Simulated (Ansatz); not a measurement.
## Na on Cu(111): change of the work function

How does one ordered layer of Na (fcc site) change the work function of Cu(111), and what dipole does each adsorbate carry?

Calculated with Ansatz 0.2.0; plane-wave DFT, RPBE, Ansatz PAW, in the first sound run; inputs show where later runs differ.

**1. The structure**

The cell holds 4 atoms: 4 Cu. Cell: a = 2.553 Å, b = 2.553 Å, c = 24.253 Å, α = 90.0°, β = 90.0°, γ = 60.0°. Vacuum lies along c.

**2. The clean slab**

The bare slab comes first, as the zero from which every change is counted. The two lowest layers are held at bulk places and the upper ones relax. The dipole correction removes the false field that a one-sided slab makes across the periodic vacuum, so each face gets a flat vacuum level of its own.

Contents of input.yaml:

```yaml
crystal:
  lattice:
    - [2.5526554801, 0.0, 0.0]
    - [1.27632774, 2.2106644929, 0.0]
    - [0.0, 0.0, 24.2527034153]
  atoms:
    - { symbol: Cu, position: [0.0, 0.0, 0.3710926508] }
    - { symbol: Cu, position: [0.3333333333, 0.3333333333, 0.4570308836] }
    - { symbol: Cu, position: [0.6666666667, 0.6666666667, 0.5429691164] }
    - { symbol: Cu, position: [0.0, 0.0, 0.6289073492] }
kpoints:
  mp_grid: { grid: [13, 13, 1] }
hamiltonian:
  xc: rpbe
scf:
  occupations: { method: fermi_dirac, width: 0.1 }
  convergence: { dr2_threshold: 1.0e-08 }
efield:
  axis: 3
  dipole_correction: true
  ramp_position: 0.97
  ramp_width: 0.06
relax:
  f_tol: 0.02
  max_steps: 60
  constraints: [{ sites: [0, 1] }]
output:
  write_potential: true
  write_density: true
  volumetric_format: npy
```

Launch:

```bash
ansatz run input.yaml --threads 4 --pin off --max-ram 6144MiB --backend cpu --events-out ev --progress --plain --runs-dir out
```

Numbers of over 12 decimals in the logs are rounded to 6 here.

What it wrote:

```text
Engine: ansatz 0.2.0, aarch64-unknown-linux-gnu
Pseudopotentials: kind: paw
Pseudopotential: Cu, paw, valence charge 19, recommended cutoff 420 eV (normal), Cu.paw.azcp
Functional definition: RPBE
  parameter kappa = 0.804
  parameter beta = 0.066725
  exchange = rpbe_x(kappa = kappa, mu = beta*pi^2/3)
  correlation = pbe_c(beta = beta)
Crystal: 4 atoms, lattice volume = 136.860 Å³
Basis set: ecut = 420 eV, 2739 PW (Γ), exchange–correlation on 36×36×360 points (8 copies of the dense FFT grid, shifted against one another)
Bands: 46, of which v1, the nominal top of the filled ones, is band 38 counted from 1 (37 counted from 0)
Symmetry: 6 space group operations
k-points: 21 of 169 (time reversal used)
Non-local potential: Cu, projectors of the file, l = 0: 3, l = 1: 2, l = 2: 3, l = 3: 1
PAW form: soft (Blöchl's): semilocal exchange-correlation on the pseudo side does not see the compensation charge
PAW frozen core: Cu, regenerated for the run's functional, and the local potential with it (the file was generated under x = pbe(κ = 0.804, μ = 0.219515), c = pbe(β = 0.066725))
PAW one-centre angular grid: Cu, 590 points (default); XC on 64 Gauss nodes
Initial density: superposition of atomic densities (neutral atoms: chi_scale 0, normalization atom), corrected by the library's trained network
Initial wavefunctions: pseudopotential atomic-orbital guess
Functional: x = rpbe, c = pbe(β = 0.066725)
SCF iter   1: F=—  HF=-26520.660581 eV  |F-HF|=—  |Δ(HF+E_count)|=         —  Δρ=5.97e-3  dr2=4.55e-2  ethr=1.77e-3  p=0.000 e·Å  D=5.28e-14 V/Å  ΔV_dip=-0.00 eV  dr2_dipole=6.00e-8  V_vac-E_F(+/−)=4.64/4.65 eV  ⟨swp⟩=8.5  Hψ=4230  notcnv=0  defer=18
efield: sawtooth ramp at fractional position 0.9700 (set: `efield.ramp_position`, or a place that a band, a saddle search or an elastic batch's reference lends), width 0.0600; the density the first Hamiltonian is built on has a dipole p = 0.000 e·Å; the dipole correction subtracts the counter field D = 5.28e-14 V/Å, which shifts the + side's vacuum level by -0.00 eV against the − side's; the planar-averaged density in the ramp window peaks in size at 4.1e-5 e/Å³
preconditioner: auto → LDOS  [metal: Δε(μ)=0.066 eV  Ē_g=8.405 eV  σ=0.100 eV  W_gap=0.16  n_scr=18 (ndim 8)  ℏωp=21.1 eV  f_vac=0.614  D(μ)=1.54/eV (n_scr^D=10)  β→1.0]
SCF iter   2: F=—  HF=-26520.723360 eV  |F-HF|=—  |Δ(HF+E_count)|=   6.28e-2  Δρ=1.88e-2  dr2=2.65e-1  ethr=5.99e-5  p=-0.000 e·Å  D=-2.43e-5 V/Å  ΔV_dip=0.00 eV  dr2_dipole=5.31e-8  V_vac-E_F(+/−)=4.58/4.58 eV  ⟨swp⟩=3.0  Hψ=2407  notcnv=0  defer=32
SCF iter   3: F=—  HF=-26520.659568 eV  |F-HF|=—  |Δ(HF+E_count)|=   6.38e-2  Δρ=1.57e-3  dr2=2.09e-3  ethr=5.99e-5  p=-0.000 e·Å  D=-1.06e-5 V/Å  ΔV_dip=0.00 eV  dr2_dipole=4.95e-8  V_vac-E_F(+/−)=4.66/4.66 eV  ⟨swp⟩=2.3  Hψ=1874  notcnv=0  defer=32
SCF iter   4: F=—  HF=-26520.659084 eV  |F-HF|=—  |Δ(HF+E_count)|=   4.85e-4  Δρ=7.93e-4  dr2=7.03e-4  ethr=2.75e-6  p=0.000 e·Å  D=1.15e-6 V/Å  ΔV_dip=-0.00 eV  dr2_dipole=1.05e-12  V_vac-E_F(+/−)=4.64/4.64 eV  ⟨swp⟩=3.4  Hψ=2226  notcnv=0  defer=32
SCF iter   5: F=—  HF=-26520.659007 eV  |F-HF|=—  |Δ(HF+E_count)|=   7.69e-5  Δρ=4.37e-4  dr2=2.06e-4  ethr=9.25e-7  p=-0.000 e·Å  D=-6.03e-7 V/Å  ΔV_dip=0.00 eV  dr2_dipole=1.81e-11  V_vac-E_F(+/−)=4.65/4.65 eV  ⟨swp⟩=2.0  Hψ=1376  notcnv=0  defer=32
SCF iter   6: F=—  HF=-26520.658992 eV  |F-HF|=—  |Δ(HF+E_count)|=   1.45e-5  Δρ=7.52e-5  dr2=6.89e-6  ethr=2.71e-7  p=-0.000 e·Å  D=-2.71e-7 V/Å  ΔV_dip=0.00 eV  dr2_dipole=1.26e-11  V_vac-E_F(+/−)=4.65/4.65 eV  ⟨swp⟩=2.0  Hψ=1234  notcnv=0  defer=32
SCF iter   7: F=—  HF=-26520.658978 eV  |F-HF|=—  |Δ(HF+E_count)|=   1.45e-5  Δρ=1.67e-5  dr2=1.37e-7  ethr=9.06e-9  p=-0.000 e·Å  D=-1.53e-7 V/Å  ΔV_dip=0.00 eV  dr2_dipole=1.12e-11  V_vac-E_F(+/−)=4.65/4.65 eV  ⟨swp⟩=2.0  Hψ=1419  notcnv=0  defer=29
SCF iter   8: F=-26520.658980 eV  HF=-26520.658980 eV  |F-HF|=3.71e-7  |Δ(HF+E_count)|=   2.34e-6  Δρ=3.68e-6  dr2=9.33e-9  ethr=1.32e-11  p=-0.000 e·Å  D=-5.17e-8 V/Å  ΔV_dip=0.00 eV  dr2_dipole=4.35e-12  V_vac-E_F(+/−)=4.65/4.65 eV  ⟨swp⟩=8.3  Hψ=7436  notcnv=0
SCF 1 converged in 8 iterations: F = -26520.658980 eV  dr2 = 9.33e-9
  greatest PAW one-centre occupation: 1.000 electrons in one spin orbital (limit 2), on the Cu atom at site 3 (counted from 0), in its partial waves of l = 0
relax step   1: F+E_penalty+E_count = -26520.65898031 eV  Δ(F+E_penalty+E_count) = +0.000e0 eV  max|allowed force component| = 1.722e-1 eV/Å  Δτ_max = 0.0000 Å  (8 SCF iters, accepted)
Initial density: handed on by an earlier stage of this run
Initial wavefunctions: those handed on with the density
iter 1 solved again at ethr=7.25e-6 eV; its pass at ethr=3.10e-3 eV (dr2=5.51e-3 eV) is discarded
SCF iter   1: F=—  HF=-26520.667658 eV  |F-HF|=—  |Δ(HF+E_count)|=         —  Δρ=2.84e-3  dr2=5.54e-3  ethr=7.25e-6  p=0.000 e·Å  D=1.76e-6 V/Å  ΔV_dip=-0.00 eV  dr2_dipole=6.94e-5  V_vac-E_F(+/−)=4.65/4.65 eV  ⟨swp⟩=2.6  Hψ=3373  notcnv=0  defer=32
efield: sawtooth ramp at fractional position 0.9700 (set: `efield.ramp_position`, or a place that a band, a saddle search or an elastic batch's reference lends), width 0.0600; the density the first Hamiltonian is built on has a dipole p = 0.000 e·Å; the dipole correction subtracts the counter field D = 1.76e-6 V/Å, which shifts the + side's vacuum level by -0.00 eV against the − side's; the planar-averaged density in the ramp window peaks in size at 2.5e-5 e/Å³
preconditioner: auto → LDOS  [metal: Δε(μ)=0.209 eV  Ē_g=8.442 eV  σ=0.100 eV  W_gap=0.39  n_scr=18 (ndim 8)  ℏωp=21.1 eV  f_vac=0.613  D(μ)=1.60/eV (n_scr^D=10)  β→1.0]
SCF iter   2: F=—  HF=-26520.665790 eV  |F-HF|=—  |Δ(HF+E_count)|=   1.87e-3  Δρ=1.45e-3  dr2=3.76e-3  ethr=7.25e-6  p=0.001 e·Å  D=1.08e-3 V/Å  ΔV_dip=-0.03 eV  dr2_dipole=6.71e-4  V_vac-E_F(+/−)=4.62/4.65 eV  ⟨swp⟩=2.0  Hψ=1694  notcnv=0  defer=32
SCF iter   3: F=—  HF=-26520.665609 eV  |F-HF|=—  |Δ(HF+E_count)|=   1.81e-4  Δρ=1.83e-3  dr2=2.99e-3  ethr=4.94e-6  p=-0.000 e·Å  D=-6.43e-4 V/Å  ΔV_dip=0.02 eV  dr2_dipole=1.16e-4  V_vac-E_F(+/−)=4.67/4.65 eV  ⟨swp⟩=2.0  Hψ=1755  notcnv=0  defer=32
SCF iter   4: F=—  HF=-26520.665107 eV  |F-HF|=—  |Δ(HF+E_count)|=   5.02e-4  Δρ=3.04e-4  dr2=1.43e-4  ethr=3.93e-6  p=-0.000 e·Å  D=-4.24e-4 V/Å  ΔV_dip=0.01 eV  dr2_dipole=1.94e-5  V_vac-E_F(+/−)=4.66/4.65 eV  ⟨swp⟩=2.0  Hψ=1236  notcnv=0  defer=32
SCF iter   5: F=—  HF=-26520.665122 eV  |F-HF|=—  |Δ(HF+E_count)|=   1.49e-5  Δρ=2.49e-4  dr2=6.57e-5  ethr=1.88e-7  p=-0.000 e·Å  D=-3.10e-4 V/Å  ΔV_dip=0.01 eV  dr2_dipole=7.58e-6  V_vac-E_F(+/−)=4.66/4.65 eV  ⟨swp⟩=2.0  Hψ=1382  notcnv=0  defer=32
SCF iter   6: F=—  HF=-26520.665106 eV  |F-HF|=—  |Δ(HF+E_count)|=   1.58e-5  Δρ=5.80e-5  dr2=6.75e-6  ethr=8.64e-8  p=-0.000 e·Å  D=-3.57e-4 V/Å  ΔV_dip=0.01 eV  dr2_dipole=1.66e-6  V_vac-E_F(+/−)=4.66/4.65 eV  ⟨swp⟩=2.0  Hψ=1368  notcnv=0  defer=32
SCF iter   7: F=—  HF=-26520.665098 eV  |F-HF|=—  |Δ(HF+E_count)|=   8.37e-6  Δρ=1.53e-5  dr2=3.66e-7  ethr=8.88e-9  p=-0.000 e·Å  D=-3.65e-4 V/Å  ΔV_dip=0.01 eV  dr2_dipole=7.83e-8  V_vac-E_F(+/−)=4.66/4.65 eV  ⟨swp⟩=2.1  Hψ=1407  notcnv=0  defer=32
SCF iter   8: F=—  HF=-26520.665099 eV  |F-HF|=—  |Δ(HF+E_count)|=   7.37e-7  Δρ=8.37e-6  dr2=9.22e-8  ethr=4.82e-10  p=-0.000 e·Å  D=-3.61e-4 V/Å  ΔV_dip=0.01 eV  dr2_dipole=1.28e-8  V_vac-E_F(+/−)=4.66/4.65 eV  ⟨swp⟩=2.0  Hψ=1399  notcnv=0  defer=32
SCF iter   9: F=-26520.665099 eV  HF=-26520.665099 eV  |F-HF|=7.96e-8  |Δ(HF+E_count)|=   2.04e-7  Δρ=2.06e-6  dr2=4.59e-9  ethr=1.32e-11  p=-0.000 e·Å  D=-3.59e-4 V/Å  ΔV_dip=0.01 eV  dr2_dipole=2.42e-10  V_vac-E_F(+/−)=4.66/4.65 eV  ⟨swp⟩=8.1  Hψ=6978  notcnv=0
SCF 2 converged in 9 iterations: F = -26520.665099 eV  dr2 = 4.59e-9
relax step   2: F+E_penalty+E_count = -26520.66509894 eV  Δ(F+E_penalty+E_count) = -6.119e-3 eV  max|allowed force component| = 1.005e-1 eV/Å  Δτ_max = 0.0395 Å  (9 SCF iters, accepted)
SCF iter   1: F=—  HF=-26520.672778 eV  |F-HF|=—  |Δ(HF+E_count)|=         —  Δρ=3.80e-3  dr2=9.48e-3  ethr=1.32e-4  p=-0.000 e·Å  D=-3.59e-4 V/Å  ΔV_dip=0.01 eV  dr2_dipole=8.19e-5  V_vac-E_F(+/−)=4.66/4.65 eV  ⟨swp⟩=4.7  Hψ=2397  notcnv=0  defer=32
efield: sawtooth ramp at fractional position 0.9700 (set: `efield.ramp_position`, or a place that a band, a saddle search or an elastic batch's reference lends), width 0.0600; the density the first Hamiltonian is built on has a dipole p = -0.000 e·Å; the dipole correction subtracts the counter field D = -3.59e-4 V/Å, which shifts the + side's vacuum level by +0.01 eV against the − side's; the planar-averaged density in the ramp window peaks in size at 1.7e-5 e/Å³
preconditioner: auto → LDOS  [metal: Δε(μ)=0.233 eV  Ē_g=8.408 eV  σ=0.100 eV  W_gap=0.42  n_scr=18 (ndim 8)  ℏωp=21.1 eV  f_vac=0.609  D(μ)=1.61/eV (n_scr^D=10)  β→1.0]
SCF iter   2: F=—  HF=-26520.669810 eV  |F-HF|=—  |Δ(HF+E_count)|=   2.97e-3  Δρ=2.38e-3  dr2=1.03e-2  ethr=1.25e-5  p=0.001 e·Å  D=1.93e-3 V/Å  ΔV_dip=-0.05 eV  dr2_dipole=2.49e-3  V_vac-E_F(+/−)=4.61/4.66 eV  ⟨swp⟩=2.1  Hψ=1934  notcnv=0  defer=32
SCF iter   3: F=—  HF=-26520.669895 eV  |F-HF|=—  |Δ(HF+E_count)|=   8.54e-5  Δρ=3.29e-3  dr2=9.79e-3  ethr=1.25e-5  p=-0.001 e·Å  D=-1.03e-3 V/Å  ΔV_dip=0.02 eV  dr2_dipole=5.50e-4  V_vac-E_F(+/−)=4.68/4.66 eV  ⟨swp⟩=2.0  Hψ=1771  notcnv=0  defer=32
SCF iter   4: F=—  HF=-26520.668196 eV  |F-HF|=—  |Δ(HF+E_count)|=   1.70e-3  Δρ=3.04e-4  dr2=4.86e-4  ethr=1.25e-5  p=-0.000 e·Å  D=-5.65e-4 V/Å  ΔV_dip=0.01 eV  dr2_dipole=1.71e-4  V_vac-E_F(+/−)=4.67/4.65 eV  ⟨swp⟩=2.0  Hψ=1387  notcnv=0  defer=32
SCF iter   5: F=—  HF=-26520.668241 eV  |F-HF|=—  |Δ(HF+E_count)|=   4.49e-5  Δρ=4.60e-4  dr2=2.30e-4  ethr=6.40e-7  p=-0.001 e·Å  D=-6.66e-4 V/Å  ΔV_dip=0.02 eV  dr2_dipole=2.98e-5  V_vac-E_F(+/−)=4.67/4.65 eV  ⟨swp⟩=2.0  Hψ=1391  notcnv=0  defer=32
SCF iter   6: F=—  HF=-26520.668197 eV  |F-HF|=—  |Δ(HF+E_count)|=   4.31e-5  Δρ=1.50e-4  dr2=2.80e-5  ethr=3.02e-7  p=-0.001 e·Å  D=-8.71e-4 V/Å  ΔV_dip=0.02 eV  dr2_dipole=3.74e-6  V_vac-E_F(+/−)=4.67/4.65 eV  ⟨swp⟩=2.0  Hψ=1348  notcnv=0  defer=32
SCF iter   7: F=—  HF=-26520.668198 eV  |F-HF|=—  |Δ(HF+E_count)|=   4.81e-7  Δρ=2.32e-5  dr2=4.39e-7  ethr=3.68e-8  p=-0.001 e·Å  D=-8.89e-4 V/Å  ΔV_dip=0.02 eV  dr2_dipole=1.15e-8  V_vac-E_F(+/−)=4.67/4.65 eV  ⟨swp⟩=2.0  Hψ=1325  notcnv=0  defer=32
SCF iter   8: F=—  HF=-26520.668192 eV  |F-HF|=—  |Δ(HF+E_count)|=   6.14e-6  Δρ=1.41e-5  dr2=2.05e-7  ethr=5.78e-10  p=-0.001 e·Å  D=-8.77e-4 V/Å  ΔV_dip=0.02 eV  dr2_dipole=1.45e-8  V_vac-E_F(+/−)=4.67/4.65 eV  ⟨swp⟩=2.6  Hψ=1850  notcnv=0  defer=32
SCF iter   9: F=—  HF=-26520.668193 eV  |F-HF|=—  |Δ(HF+E_count)|=   9.32e-7  Δρ=4.44e-6  dr2=1.64e-8  ethr=2.70e-10  p=-0.001 e·Å  D=-8.72e-4 V/Å  ΔV_dip=0.02 eV  dr2_dipole=3.17e-10  V_vac-E_F(+/−)=4.67/4.65 eV  ⟨swp⟩=2.1  Hψ=1396  notcnv=0  defer=32
SCF iter  10: F=-26520.668193 eV  HF=-26520.668193 eV  |F-HF|=3.37e-8  |Δ(HF+E_count)|=   3.55e-7  Δρ=2.63e-6  dr2=7.30e-9  ethr=1.32e-11  p=-0.001 e·Å  D=-8.69e-4 V/Å  ΔV_dip=0.02 eV  dr2_dipole=1.90e-10  V_vac-E_F(+/−)=4.67/4.65 eV  ⟨swp⟩=9.5  Hψ=6600  notcnv=0
SCF 3 converged in 10 iterations: F = -26520.668193 eV  dr2 = 7.30e-9
relax step   3: F+E_penalty+E_count = -26520.66819313 eV  Δ(F+E_penalty+E_count) = -3.094e-3 eV  max|allowed force component| = 5.307e-3 eV/Å  Δτ_max = 0.0538 Å  (10 SCF iters, accepted)
NSCF: frozen V_eff on 21 k-points
the band table was solved once a step of the walk had ended and its energy, with any forces and stress, was formed, with the checks that follow a solve (5193 applications of the Hamiltonian). They found nothing against the state; the energy, forces and stress were not computed again (output.eigenvalues in the input reference)
WARN: The input density's exchange-correlation potential varies sharply where the density is thin. Do not read a vacuum level from v_tot or v_xc, or from such a field of the output density. On a cell that repeats whose density bears no net charge and no dipole along the vacuum's axis use v_es (v_loc + v_h of the components); under efield.dipole_correction with no amplitude use v_es + v_field, which holds any external [...]
SCF converged after 10 iterations
Free energy (F): -26520.668193 eV
Harris-Foulkes:  -26520.668193 eV  (|F-HF|=3.37e-8)
Internal energy: -26520.616235 eV  (E = F + TS)
E sigma→0 (E₀):  -26520.642214 eV
Entropy (-TS):   -0.051958 eV (-12.989 meV/atom)
Fermi energy:    2.827075 eV
Dipole field:    D = -0.000846 V/Å  (p = -0.000640 e·Å, saw-weighted, corrected)
Work function:   Φ+ = 4.6691 eV   Φ− = 4.6486 eV
Levels:          The Fermi level and band energies are counted from a zero that moves with the ramp; work functions are not
--- Per-component energies (eV) ---
  E_band       = -2483.728732
  E_kinetic    = 1197.319551
  E_local      = -179143.606834  (includes V_loc(G=0)·N_el)
  E_nonlocal   = 1563.258334
  E_hartree    = 88086.424858
  E_xc         = -355.893483
  E_vxc        = -458.233279  (∫ρ·V_xc dr)
  E_paw        = -6678.089895  (= ΣΔE_a)
  E_vpaw       = -1815.336344  (= ΣTr[D̂ρ^β])
  E_aug_tail   = 0.001203  (compensation charges beyond the density's cutoff)
  E_efield     = 0.000000  (sawtooth field / dipole correction)
  E_vefield    = 0.002313  (∫n·V_field dr)
  E_ewald      = 68810.139075
  E_core_change = -0.169045  (= ΣΔE_core)
  E_smearing   = -0.051958  (= −TS)
  E_closure    = -0.000000  (closes the sum)
  Σ components = -26520.668193   (vs F -26520.668193, Δ=0.00e0)
--- Forces (eV/Å), atoms counted from 1 ---
  atom   1  Cu    -0.00000000     0.00000000    -0.16121045
  atom   2  Cu     0.00000000    -0.00000000     0.15601457
  atom   3  Cu    -0.00000000     0.00000000    -0.00008049
  atom   4  Cu    -0.00000000    -0.00000000     0.00530652
  max |Σ_I F_I| component: 3.02e-5 eV/Å
--- Band table (eV; the first three rows and the last of 21) ---
  k-point 0: bands = [... 34 lower, 0.8785, 1.1880, 1.1880, 1.2893, 1.2893, 1.6456, 2.5772, 6.8683, ... 4 higher]
  k-point 1: bands = [... 34 lower, 0.8876, 0.9829, 1.1041, 1.1845, 1.2903, 2.0228, 3.0519, 7.0219, ... 4 higher]
  k-point 2: bands = [... 34 lower, 0.8169, 0.8778, 1.1743, 1.2925, 1.3021, 2.6594, 4.0445, 7.4828, ... 4 higher]
  k-point 20: bands = [... 34 lower, 1.2100, 1.2561, 5.1247, 6.0149, 7.0767, 7.4492, 7.5929, 8.4894, ... 4 higher]
--- Relaxed structure (3 steps of the walk, 3 accepted, 0 SCFs on fresh bases) ---
  F+E_penalty+E_count = -26520.66819313 eV   max|allowed force component| = 5.307e-3 eV/Å
  atoms:
    - { symbol: Cu, position: [0.0, 0.0, 0.3710926508] }
    - { symbol: Cu, position: [0.333333, 0.333333, 0.4570308836] }
    - { symbol: Cu, position: [0.666667, 0.666667, 0.545055] }
    - { symbol: Cu, position: [4.0559899618606245e-18, 0, 0.632753] }
```

Run time: 9.5 s. Hardware: 4 threads of Arm Neoverse V2, shared host; peak memory 0.53 GiB.

Relaxation path:

```
step  energy less that of the first step (eV)  largest force component (eV/Å)
   1                                   0.0000                          0.1722
   2                                  -0.0061                          0.1005
   3                                  -0.0092                          0.0053
```

The run keeps the 6 symmetry operations that it works with, so distortions that break them were not tested.

The atoms that moved most (Å):

```
atom     dx     dy     dz  length
 Cu4  0.000  0.000  0.093   0.093
 Cu3  0.000  0.000  0.051   0.051
```

The relaxed structure:

```xyz
4
Lattice="2.5527 0.0000 0.0000 1.2763 2.2107 0.0000 0.0000 0.0000 24.2527" Properties=species:S:1:pos:R:3
Cu    0.0000    0.0000    9.0000
Cu    1.2763    0.7369   11.0842
Cu    2.5527    1.4738   13.2191
Cu    0.0000    0.0000   15.3460
```

Numbers from this step:

| Item | Value |
| --- | --- |
| energy at zero smearing | -26520.6422 eV |
| work function, upper face | 4.669 eV |
| work function, lower face | 4.649 eV |
| dipole along the normal | -6.40e-4 e·Å |
| step between the vacuum levels | 0.02053 eV |

Running mean over 2.084 Å of the planar mean; the ramp of the sawtooth is left out. Electron's electrostatic potential energy less the Fermi level against z:

```
z (Å)  electron's electrostatic potential energy less the Fermi level (eV)
    3                                                                 4.65
    4                                                                 4.65
    5                                                                 4.64
    6                                                                 4.59
    7                                                                 3.97
    8                                                                -2.82
    9                                                                -8.56
   10                                                                -8.82
   11                                                                -8.89
   12                                                                -8.43
   13                                                                -8.80
   14                                                                -8.47
   15                                                                -8.57
   16                                                                -6.05
   17                                                                 2.89
   18                                                                 4.54
   19                                                                 4.66
   20                                                                 4.67
   21                                                                 4.67
```

The relaxation took 3 steps and lowered the energy by 0.0092 eV; the largest force on the free atoms ends at 0.0053 eV/Å.

The work function of the upper face is 4.67 eV.

(Continued in part 2 of 4.)

[Logs are printed without paths, hosts, clocks, repeated set-up lines and the standing remarks that a program may print on its own settings, such as how far it seeks lower states.]

[Hosts, paths, dates, database ids (printed as entryN), source tags and the programs' standing remarks are cut or masked in the printed files.]

[Maps of the electrostatic potential energy from Ansatz leave out the sawtooth potential of an applied field or a dipole correction, so their vacuum need not be flat; planar profiles and work functions include it.]
